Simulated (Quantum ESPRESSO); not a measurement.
# Nb(100), 5 layers: vacuum convergence, part 2 of 3

Wanted: the cheapest sound input for Nb(100), 5 layers, from a series that sets result against time.

Quantum ESPRESSO 7.5; plane-wave DFT, PBE, GBRV ultrasoft pseudopotentials.

So far. Step 2 (Self-consistent run: 24 Å of vacuum): The run needed 34 iterations to bring the estimated error under 1e-07 Ry; the largest force on any atom, held or free, is 1.23 eV/Å. Step 3 (Potential by pp.x): Inside the slab this potential holds the local part of the pseudopotentials, which can be repulsive at the nuclei; only its value in the vacuum has a meaning of its own.

**4. Self-consistent run: 18 Å of vacuum**

c2.in

```
&control
  prefix = 'c2'
  outdir = './out'
  pseudo_dir = './pseudo'
  calculation = 'scf'
  tprnfor = .true.
/
&system
  ibrav = 0
  nat = 5
  ntyp = 1
  ecutwfc = 40
  ecutrho = 200
  occupations = 'smearing'
  smearing = 'mv'
  degauss = 0.02
/
&electrons
  conv_thr = 1e-07
  mixing_beta = 0.4
  electron_maxstep = 120
  mixing_mode = 'local-TF'
/
ATOMIC_SPECIES
  Nb  92.9064  nb_pbe_v1.uspp.F.UPF
CELL_PARAMETERS angstrom
  3.30000000000000 0.00000000000000 0.00000000000000
  0.00000000000000 3.30000000000000 0.00000000000000
  0.00000000000000 0.00000000000000 24.60000000000000
ATOMIC_POSITIONS crystal
  Nb  0.000000000000 0.000000000000 0.365853658537
  Nb  0.500000000000 0.500000000000 0.432926829268
  Nb  0.000000000000 0.000000000000 0.500000000000
  Nb  0.500000000000 0.500000000000 0.567073170732
  Nb  0.000000000000 0.000000000000 0.634146341463
K_POINTS automatic
  8 8 1 0 0 0
```

Command:

```bash
> OMP_NUM_THREADS=1 mpirun -n 4 pw.x -nk 4 -in c2.in > c2.out
```

What it wrote:

```text
[banner, memory and clock lines left out]
Program PWSCF v.7.5 starts
[...]
Message from routine setup:
[...]
number of electrons       =        65.00
     number of Kohn-Sham states=           40
     kinetic-energy cutoff     =      40.0000  Ry
     charge density cutoff     =     200.0000  Ry
[...]
number of k points=    15  Marzari-Vanderbilt smearing, width (Ry)=  0.0200
[...]
Dense  grid:    86157 G-vectors     FFT dimensions: (  30,  30, 216)
[...]
negative rho (up, down):  4.934E-03 0.000E+00
     Starting wfcs are   65 randomized atomic wfcs
[...]
negative rho (up, down):  2.249E-03 0.000E+00
[...]
estimated scf accuracy    <       5.42882458 Ry
[...]
negative rho (up, down):  5.600E-04 0.000E+00
[...]
estimated scf accuracy    <       2.24056755 Ry
[...]
negative rho (up, down):  1.983E-03 0.000E+00
[...]
estimated scf accuracy    <       2.22715953 Ry
[...]
negative rho (up, down):  2.802E-04 0.000E+00
[...]
estimated scf accuracy    <       8.28231173 Ry
[...]
negative rho (up, down):  2.948E-04 0.000E+00
[...]
estimated scf accuracy    <       5.82072206 Ry
[...]
negative rho (up, down):  3.043E-04 0.000E+00
[...]
estimated scf accuracy    <       5.66158609 Ry
[...]
negative rho (up, down):  3.208E-04 0.000E+00
[...]
estimated scf accuracy    <       5.65815861 Ry
[...]
negative rho (up, down):  5.379E-04 0.000E+00
[...]
estimated scf accuracy    <       5.65077263 Ry
[...]
negative rho (up, down):  4.871E-03 0.000E+00
[...]
estimated scf accuracy    <       6.53950179 Ry
[...]
negative rho (up, down):  1.429E-02 0.000E+00
[...]
estimated scf accuracy    <       8.38771211 Ry
[...]
negative rho (up, down):  6.512E-03 0.000E+00
[...]
estimated scf accuracy    <       8.42175009 Ry
[...]
negative rho (up, down):  8.212E-03 0.000E+00
[...]
estimated scf accuracy    <       4.20865997 Ry
[...]
negative rho (up, down):  6.872E-03 0.000E+00
[...]
estimated scf accuracy    <       7.15990841 Ry
[...]
negative rho (up, down):  4.487E-04 0.000E+00
[...]
estimated scf accuracy    <       7.03586580 Ry
[...]
negative rho (up, down):  2.538E-04 0.000E+00
[...]
estimated scf accuracy    <       2.11111796 Ry
[...]
negative rho (up, down):  4.749E-04 0.000E+00
[...]
estimated scf accuracy    <       0.26251668 Ry
[...]
negative rho (up, down):  1.935E-04 0.000E+00
[...]
estimated scf accuracy    <       0.74704830 Ry
[...]
negative rho (up, down):  8.320E-05 0.000E+00
[...]
estimated scf accuracy    <       0.38079456 Ry
[...]
negative rho (up, down):  5.562E-04 0.000E+00
[...]
estimated scf accuracy    <       0.01957186 Ry
[...]
negative rho (up, down):  3.587E-04 0.000E+00
[...]
estimated scf accuracy    <       0.19750827 Ry
[...]
negative rho (up, down):  1.444E-04 0.000E+00
[...]
estimated scf accuracy    <       0.73859314 Ry
[...]
negative rho (up, down):  6.063E-04 0.000E+00
[...]
estimated scf accuracy    <       0.39174954 Ry
[...]
negative rho (up, down):  5.803E-04 0.000E+00
[...]
estimated scf accuracy    <       0.30533535 Ry
[...]
negative rho (up, down):  3.588E-04 0.000E+00
[...]
estimated scf accuracy    <       0.19842304 Ry
[...]
negative rho (up, down):  1.785E-03 0.000E+00
[...]
estimated scf accuracy    <       0.00465878 Ry
[...]
negative rho (up, down):  2.678E-03 0.000E+00
[...]
estimated scf accuracy    <       0.01960565 Ry
[...]
negative rho (up, down):  3.436E-03 0.000E+00
[...]
estimated scf accuracy    <       0.00048704 Ry
[...]
negative rho (up, down):  4.223E-03 0.000E+00
[...]
estimated scf accuracy    <       0.00071635 Ry
[...]
negative rho (up, down):  4.793E-03 0.000E+00
[...]
estimated scf accuracy    <       0.00511123 Ry
[...]
negative rho (up, down):  4.586E-03 0.000E+00
[...]
estimated scf accuracy    <       0.00001821 Ry
[...]
negative rho (up, down):  4.666E-03 0.000E+00
[...]
estimated scf accuracy    <       0.00002875 Ry
[...]
negative rho (up, down):  4.951E-03 0.000E+00
[...]
estimated scf accuracy    <       0.00001858 Ry
[...]
negative rho (up, down):  4.954E-03 0.000E+00
[...]
estimated scf accuracy    <       0.00000277 Ry
[...]
negative rho (up, down):  4.942E-03 0.000E+00
[...]
estimated scf accuracy    <       0.00000141 Ry
[...]
negative rho (up, down):  4.920E-03 0.000E+00
[...]
the Fermi energy is     3.7780 ev
!    total energy              =    -589.40842751 Ry
     estimated scf accuracy    <       0.00000006 Ry
     smearing contrib. (-TS)   =      -0.00095764 Ry
     internal energy E=F+TS    =    -589.40746988 Ry
[...]
one-electron contribution =   -4789.59810494 Ry
     hartree contribution      =    2394.87853539 Ry
     xc contribution           =     -91.74469563 Ry
     ewald contribution        =    1897.05679530 Ry
     convergence has been achieved in  35 iterations
     negative rho (up, down):  4.920E-03 0.000E+00
[...]
Total force =     0.093612     Total SCF correction =     0.000718
[...]
```

Wall time 82 s (4 MPI ranks of Arm Neoverse V1, shared host); peak memory 0.65 GiB; 5.5 min of CPU time.

This step gave:

- free energy: -8019.3102 eV
- Fermi energy: 3.778 eV

The program's own clock; routines nest. Time by routine:

```
     routine  wall time (s)  calls
       PWSCF          81.43      1
   electrons          79.55      1
     c_bands          51.99     35
     cegterg          47.23    140
       h_psi          31.18    609
        fftw          25.21  32190
    vloc_psi          23.21    609
     mix_rho          11.36     35
    sum_band          10.18     35
        ffts           6.16   4235
      calbec           5.62    765
  add_vuspsi           3.95    609
       s_psi           3.91    609
h_psi:calbec           3.89    609
```

**5. Electrostatic potential**

c2.pot.in

```
&inputpp
  prefix = 'c2'
  outdir = './out'
  filplot = 'c2.pot.dat'
  plot_num = 11
/
```

Command:

```bash
> OMP_NUM_THREADS=1 mpirun -n 4 pp.x -in c2.pot.in > c2.pot.out
```

Elapsed: 0.89 s, on 4 MPI ranks; peak memory 0.11 GiB; 3.2 s of CPU time.

Read from the output:

```
potential in the middle of the vacuum, over the Fermi level : 3.750 eV
```

Counted from each run's own zero (the Fermi level), the vacuum level differs from the first run's by -1 meV.

**6. Ground state: 14 Å of vacuum**

c4.in

```
&control
  prefix = 'c4'
  outdir = './out'
  pseudo_dir = './pseudo'
  calculation = 'scf'
  tprnfor = .true.
/
&system
  ibrav = 0
  nat = 5
  ntyp = 1
  ecutwfc = 40
  ecutrho = 200
  occupations = 'smearing'
  smearing = 'mv'
  degauss = 0.02
/
&electrons
  conv_thr = 1e-07
  mixing_beta = 0.4
  electron_maxstep = 120
  mixing_mode = 'local-TF'
/
ATOMIC_SPECIES
  Nb  92.9064  nb_pbe_v1.uspp.F.UPF
CELL_PARAMETERS angstrom
  3.30000000000000 0.00000000000000 0.00000000000000
  0.00000000000000 3.30000000000000 0.00000000000000
  0.00000000000000 0.00000000000000 20.60000000000000
ATOMIC_POSITIONS crystal
  Nb  0.000000000000 0.000000000000 0.339805825243
  Nb  0.500000000000 0.500000000000 0.419902912621
  Nb  0.000000000000 0.000000000000 0.500000000000
  Nb  0.500000000000 0.500000000000 0.580097087379
  Nb  0.000000000000 0.000000000000 0.660194174757
K_POINTS automatic
  8 8 1 0 0 0
```

Command:

```bash
> OMP_NUM_THREADS=1 mpirun -n 4 pw.x -nk 4 -in c4.in > c4.out
```

What it wrote:

```text
[banner, memory and clock lines left out]
Program PWSCF v.7.5 starts
[...]
Message from routine setup:
[...]
number of electrons       =        65.00
     number of Kohn-Sham states=           40
     kinetic-energy cutoff     =      40.0000  Ry
     charge density cutoff     =     200.0000  Ry
[...]
number of k points=    15  Marzari-Vanderbilt smearing, width (Ry)=  0.0200
[...]
Dense  grid:    72115 G-vectors     FFT dimensions: (  30,  30, 180)
[...]
negative rho (up, down):  3.057E-03 0.000E+00
     Starting wfcs are   65 randomized atomic wfcs
[...]
negative rho (up, down):  7.122E-04 0.000E+00
[...]
estimated scf accuracy    <       5.43673433 Ry
[...]
negative rho (up, down):  5.132E-05 0.000E+00
[...]
estimated scf accuracy    <       2.23831301 Ry
[...]
negative rho (up, down):  8.481E-04 0.000E+00
[...]
estimated scf accuracy    <       2.24164782 Ry
[...]
negative rho (up, down):  5.183E-05 0.000E+00
[...]
estimated scf accuracy    <       7.97453835 Ry
[...]
negative rho (up, down):  5.075E-05 0.000E+00
[...]
estimated scf accuracy    <       5.84126675 Ry
[...]
negative rho (up, down):  5.223E-05 0.000E+00
[...]
estimated scf accuracy    <       5.62650160 Ry
[...]
negative rho (up, down):  5.272E-05 0.000E+00
[...]
estimated scf accuracy    <       5.68735645 Ry
[...]
negative rho (up, down):  6.176E-05 0.000E+00
[...]
estimated scf accuracy    <       5.69837865 Ry
[...]
negative rho (up, down):  5.384E-05 0.000E+00
[...]
estimated scf accuracy    <       6.40096482 Ry
[...]
negative rho (up, down):  1.087E-04 0.000E+00
[...]
estimated scf accuracy    <       5.92438698 Ry
[...]
negative rho (up, down):  2.439E-05 0.000E+00
[...]
estimated scf accuracy    <       0.80353121 Ry
[...]
negative rho (up, down):  1.900E-04 0.000E+00
[...]
estimated scf accuracy    <       0.80531236 Ry
[...]
negative rho (up, down):  1.823E-04 0.000E+00
[...]
estimated scf accuracy    <       0.41163907 Ry
[...]
negative rho (up, down):  1.219E-04 0.000E+00
[...]
estimated scf accuracy    <       0.45129679 Ry
[...]
negative rho (up, down):  1.902E-03 0.000E+00
[...]
estimated scf accuracy    <       0.55817450 Ry
[...]
negative rho (up, down):  6.461E-03 0.000E+00
[...]
estimated scf accuracy    <       9.35113733 Ry
[...]
negative rho (up, down):  4.707E-03 0.000E+00
[...]
estimated scf accuracy    <      11.20625090 Ry
[...]
negative rho (up, down):  1.237E-04 0.000E+00
[...]
estimated scf accuracy    <      10.34619626 Ry
[...]
negative rho (up, down):  3.360E-05 0.000E+00
[...]
estimated scf accuracy    <       2.31155938 Ry
[...]
negative rho (up, down):  6.817E-06 0.000E+00
[...]
estimated scf accuracy    <       1.76647225 Ry
[...]
negative rho (up, down):  6.353E-06 0.000E+00
[...]
estimated scf accuracy    <       0.55962962 Ry
[...]
negative rho (up, down):  5.069E-05 0.000E+00
[...]
estimated scf accuracy    <       0.08918567 Ry
[...]
negative rho (up, down):  9.666E-05 0.000E+00
[...]
estimated scf accuracy    <       0.37513068 Ry
[...]
negative rho (up, down):  5.144E-04 0.000E+00
[...]
estimated scf accuracy    <       0.03531266 Ry
[...]
negative rho (up, down):  5.876E-04 0.000E+00
[...]
estimated scf accuracy    <       0.12608863 Ry
[...]
negative rho (up, down):  1.775E-03 0.000E+00
[...]
estimated scf accuracy    <       0.02589080 Ry
[...]
negative rho (up, down):  1.665E-03 0.000E+00
[...]
estimated scf accuracy    <       0.00631694 Ry
[...]
negative rho (up, down):  2.278E-03 0.000E+00
[...]
estimated scf accuracy    <       0.00011968 Ry
[...]
negative rho (up, down):  2.432E-03 0.000E+00
[...]
estimated scf accuracy    <       0.00030790 Ry
[...]
negative rho (up, down):  2.645E-03 0.000E+00
[...]
estimated scf accuracy    <       0.00000443 Ry
[...]
negative rho (up, down):  2.898E-03 0.000E+00
[...]
estimated scf accuracy    <       0.00002918 Ry
[...]
negative rho (up, down):  2.963E-03 0.000E+00
[...]
estimated scf accuracy    <       0.00003374 Ry
[...]
negative rho (up, down):  2.960E-03 0.000E+00
[...]
estimated scf accuracy    <       0.00000182 Ry
[...]
negative rho (up, down):  2.961E-03 0.000E+00
[...]
estimated scf accuracy    <       0.00000035 Ry
[...]
negative rho (up, down):  2.967E-03 0.000E+00
[...]
estimated scf accuracy    <       0.00000027 Ry
[...]
negative rho (up, down):  2.968E-03 0.000E+00
[...]
the Fermi energy is     5.2393 ev
!    total energy              =    -589.40840067 Ry
     estimated scf accuracy    <          4.8E-09 Ry
     smearing contrib. (-TS)   =      -0.00095878 Ry
     internal energy E=F+TS    =    -589.40744189 Ry
[...]
one-electron contribution =   -3298.38157580 Ry
     hartree contribution      =    1652.75941539 Ry
     xc contribution           =     -91.74473708 Ry
     ewald contribution        =    1147.95945559 Ry
     convergence has been achieved in  36 iterations
     negative rho (up, down):  2.968E-03 0.000E+00
[...]
Total force =     0.093476     Total SCF correction =     0.000418
[...]
```

Run time: 67 s. Hardware: 4 MPI ranks; peak memory 0.46 GiB; 4.5 min of CPU time.

Read from the output:

* free energy: -8019.3098 eV
* Fermi energy: 5.239 eV

The program's own clock; routines nest. Time by routine:

```
     routine  wall time (s)  calls
       PWSCF          66.56      1
   electrons          64.95      1
     c_bands          42.63     36
     cegterg          38.25    144
       h_psi          25.14    578
        fftw          20.27  32000
    vloc_psi          18.62    578
     mix_rho           8.75     36
    sum_band           8.55     36
      calbec           4.65    738
        ffts           4.55   4070
  add_vuspsi           3.23    578
       s_psi            3.2    578
h_psi:calbec           3.17    578
```

**7. Potential by pp.x**

c4.pot.in

```
&inputpp
  prefix = 'c4'
  outdir = './out'
  filplot = 'c4.pot.dat'
  plot_num = 11
/
```

Command:

```bash
> OMP_NUM_THREADS=1 mpirun -n 4 pp.x -in c4.pot.in > c4.pot.out
```

Run time: 0.85 s. Hardware: 4 MPI ranks; peak memory 0.11 GiB.

This step gave:

```
potential in the middle of the vacuum, over the Fermi level : 3.752 eV
```

Counted from each run's own zero (the Fermi level), the vacuum level differs from the first run's by +1 meV.

**8. SCF with pw.x: 12 Å of vacuum**

c6.in

```
&control
  prefix = 'c6'
  outdir = './out'
  pseudo_dir = './pseudo'
  calculation = 'scf'
  tprnfor = .true.
/
&system
  ibrav = 0
  nat = 5
  ntyp = 1
  ecutwfc = 40
  ecutrho = 200
  occupations = 'smearing'
  smearing = 'mv'
  degauss = 0.02
/
&electrons
  conv_thr = 1e-07
  mixing_beta = 0.4
  electron_maxstep = 120
  mixing_mode = 'local-TF'
/
ATOMIC_SPECIES
  Nb  92.9064  nb_pbe_v1.uspp.F.UPF
CELL_PARAMETERS angstrom
  3.30000000000000 0.00000000000000 0.00000000000000
  0.00000000000000 3.30000000000000 0.00000000000000
  0.00000000000000 0.00000000000000 18.60000000000000
ATOMIC_POSITIONS crystal
  Nb  0.000000000000 0.000000000000 0.322580645161
  Nb  0.500000000000 0.500000000000 0.411290322581
  Nb  0.000000000000 0.000000000000 0.500000000000
  Nb  0.500000000000 0.500000000000 0.588709677419
  Nb  0.000000000000 0.000000000000 0.677419354839
K_POINTS automatic
  8 8 1 0 0 0
```

Command:

```bash
> OMP_NUM_THREADS=1 mpirun -n 4 pw.x -nk 4 -in c6.in > c6.out
```

What it wrote:

```text
[banner, memory and clock lines left out]
Program PWSCF v.7.5 starts
[...]
Message from routine setup:
[...]
number of electrons       =        65.00
     number of Kohn-Sham states=           40
     kinetic-energy cutoff     =      40.0000  Ry
     charge density cutoff     =     200.0000  Ry
[...]
number of k points=    15  Marzari-Vanderbilt smearing, width (Ry)=  0.0200
[...]
Dense  grid:    65147 G-vectors     FFT dimensions: (  30,  30, 160)
[...]
negative rho (up, down):  2.388E-03 0.000E+00
     Starting wfcs are   65 randomized atomic wfcs
[...]
negative rho (up, down):  3.172E-04 0.000E+00
[...]
estimated scf accuracy    <       5.44182174 Ry
[...]
negative rho (up, down):  7.074E-06 0.000E+00
[...]
estimated scf accuracy    <       2.23685827 Ry
[...]
negative rho (up, down):  5.442E-04 0.000E+00
[...]
estimated scf accuracy    <       2.17609427 Ry
[...]
negative rho (up, down):  2.919E-05 0.000E+00
[...]
estimated scf accuracy    <       7.99993318 Ry
[...]
negative rho (up, down):  2.892E-05 0.000E+00
[...]
estimated scf accuracy    <       5.69733436 Ry
[...]
negative rho (up, down):  2.877E-05 0.000E+00
[...]
estimated scf accuracy    <       5.56103163 Ry
[...]
negative rho (up, down):  3.052E-05 0.000E+00
[...]
estimated scf accuracy    <       5.43972215 Ry
[...]
negative rho (up, down):  2.138E-03 0.000E+00
[...]
estimated scf accuracy    <       5.36301183 Ry
[...]
negative rho (up, down):  3.576E-03 0.000E+00
[...]
estimated scf accuracy    <       1.23261106 Ry
[...]
negative rho (up, down):  4.782E-04 0.000E+00
[...]
estimated scf accuracy    <       2.27679494 Ry
[...]
negative rho (up, down):  2.727E-04 0.000E+00
[...]
estimated scf accuracy    <       0.76340660 Ry
[...]
negative rho (up, down):  3.808E-05 0.000E+00
[...]
estimated scf accuracy    <       6.79426894 Ry
[...]
negative rho (up, down):  2.084E-05 0.000E+00
[...]
estimated scf accuracy    <       0.54455555 Ry
[...]
negative rho (up, down):  4.746E-05 0.000E+00
[...]
estimated scf accuracy    <       0.55821916 Ry
[...]
negative rho (up, down):  2.432E-05 0.000E+00
[...]
estimated scf accuracy    <       0.43538465 Ry
[...]
negative rho (up, down):  1.147E-04 0.000E+00
[...]
estimated scf accuracy    <       0.17543453 Ry
[...]
negative rho (up, down):  3.717E-05 0.000E+00
[...]
estimated scf accuracy    <       0.71327949 Ry
[...]
negative rho (up, down):  4.565E-05 0.000E+00
[...]
estimated scf accuracy    <       0.00691849 Ry
[...]
negative rho (up, down):  3.838E-05 0.000E+00
[...]
estimated scf accuracy    <       0.01944713 Ry
[...]
negative rho (up, down):  2.205E-04 0.000E+00
[...]
estimated scf accuracy    <       0.00675808 Ry
[...]
negative rho (up, down):  2.653E-04 0.000E+00
[...]
estimated scf accuracy    <       0.00331673 Ry
[...]
negative rho (up, down):  5.335E-04 0.000E+00
[...]
estimated scf accuracy    <       0.00076424 Ry
[...]
negative rho (up, down):  6.286E-04 0.000E+00
[...]
estimated scf accuracy    <       0.00168056 Ry
[...]
negative rho (up, down):  1.066E-03 0.000E+00
[...]
estimated scf accuracy    <       0.00189267 Ry
[...]
negative rho (up, down):  1.594E-03 0.000E+00
[...]
estimated scf accuracy    <       0.00063285 Ry
[...]
negative rho (up, down):  2.074E-03 0.000E+00
[...]
estimated scf accuracy    <       0.00019212 Ry
[...]
negative rho (up, down):  2.175E-03 0.000E+00
[...]
estimated scf accuracy    <       0.00021930 Ry
[...]
negative rho (up, down):  2.204E-03 0.000E+00
[...]
estimated scf accuracy    <       0.00001210 Ry
[...]
negative rho (up, down):  2.195E-03 0.000E+00
[...]
estimated scf accuracy    <       0.00000600 Ry
[...]
negative rho (up, down):  2.207E-03 0.000E+00
[...]
estimated scf accuracy    <       0.00000060 Ry
[...]
negative rho (up, down):  2.225E-03 0.000E+00
[...]
estimated scf accuracy    <       0.00000139 Ry
[...]
negative rho (up, down):  2.229E-03 0.000E+00
[...]
estimated scf accuracy    <       0.00000023 Ry
[...]
negative rho (up, down):  2.238E-03 0.000E+00
[...]
the Fermi energy is     6.2025 ev
!    total energy              =    -589.40857519 Ry
     estimated scf accuracy    <       0.00000007 Ry
     smearing contrib. (-TS)   =      -0.00095208 Ry
     internal energy E=F+TS    =    -589.40762311 Ry
[...]
one-electron contribution =   -2589.65308612 Ry
     hartree contribution      =    1300.69507134 Ry
     xc contribution           =     -91.74476586 Ry
     ewald contribution        =     791.29515753 Ry
     convergence has been achieved in  33 iterations
     negative rho (up, down):  2.238E-03 0.000E+00
[...]
Total force =     0.093495     Total SCF correction =     0.001258
[...]
```

Wall time 55 s (4 MPI ranks); peak memory 0.55 GiB.

This step gave:

```
free energy  : -8019.3122 eV
Fermi energy : 6.202 eV
```

The program's own clock; routines nest. Time by routine:

```
     routine  wall time (s)  calls
       PWSCF           54.5      1
   electrons          53.03      1
     c_bands          34.51     33
     cegterg          31.27    132
       h_psi          20.46    514
        fftw           16.5  29206
    vloc_psi          15.09    514
     mix_rho           7.32     33
    sum_band           7.09     33
      calbec           3.85    662
        ffts           3.79   3851
  add_vuspsi           2.66    514
       s_psi           2.64    514
h_psi:calbec           2.61    514
```

**9. Potential by pp.x**

c6.pot.in

```
&inputpp
  prefix = 'c6'
  outdir = './out'
  filplot = 'c6.pot.dat'
  plot_num = 11
/
```

Command:

```bash
> OMP_NUM_THREADS=1 mpirun -n 4 pp.x -in c6.pot.in > c6.pot.out
```

It took 0.83 s on 4 MPI ranks; peak memory 0.11 GiB.

Read from the output:

- potential in the middle of the vacuum, over the Fermi level: 3.760 eV

Counted from each run's own zero (the Fermi level), the vacuum level differs from the first run's by +9 meV.

(Part 2 of 3 ends here.)

[Logs are printed without paths, hosts, clocks, repeated set-up lines and the standing remarks that a program may print on its own settings, such as how far it seeks lower states.]

[Hosts, paths, dates, database ids (printed as entryN), source tags and the programs' standing remarks are cut or masked in the printed files.]

[Maps of the electrostatic potential energy from Ansatz leave out the sawtooth potential of an applied field or a dipole correction, so their vacuum need not be flat; planar profiles and work functions include it.]
